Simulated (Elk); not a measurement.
An input for Elk 11.2.3 (patched build) (TePb (Fm-3m)):

```
tasks
  185
  186
  187

xctype
  20

rgkmax
  8.5

gmaxvr
  18.0

lmaxapw
  10

lmaxo
  8

nxlo
  2

lorbcnd
  .true.

autolinengy
  .true.

tshift
  .false.

spinorb
  .true.

ngridk
  4 4 4

vkloff
  0.05 0.15 0.25

nempty
  10

swidth
  0.00551

scissor
  0.01399

gmaxrf
  2.5

wplot
  202 100 0
  0.0 0.3715

optcomp
  1 1
  2 2
  3 3

nvbse
  6

ncbse
  6

hdbse
  .false.

sppath
  './'

avec
  -0.0000000000 6.1057051087 6.1057051087
  6.1057051087 0.0000000000 6.1057051087
  6.1057051087 6.1057051087 0.0000000000

atoms
  2
  'Te.in'
  1
  0.5000000000 0.5000000000 0.5000000000
  'Pb.in'
  1
  0.0000000000 0.0000000000 0.0000000000
```

```sh
OMP_NUM_THREADS=16 elk > log
```

Question: How long will it take on 16 threads of Arm Neoverse V2, shared host, and how much memory?

It took 43 s; on shared hardware allow 21 s to 86 s. Peak host memory was 0.9 GiB.

The kernel grows as the square of the matrix size, and full diagonalisation as its cube.

[Paths, hosts, dates, memory and timing lines, banners, echoed tables and standing remarks are left out of the program output.]

[Logs are printed without paths, hosts, clocks, repeated set-up lines and the standing remarks that a program may print on its own settings, such as how far it seeks lower states.]

[Runs of the session that timed out or met a known fault of the program may be left out.]

[Hosts, paths, dates, database ids (printed as entryN), source tags and the programs' standing remarks are cut or masked in the printed files.]
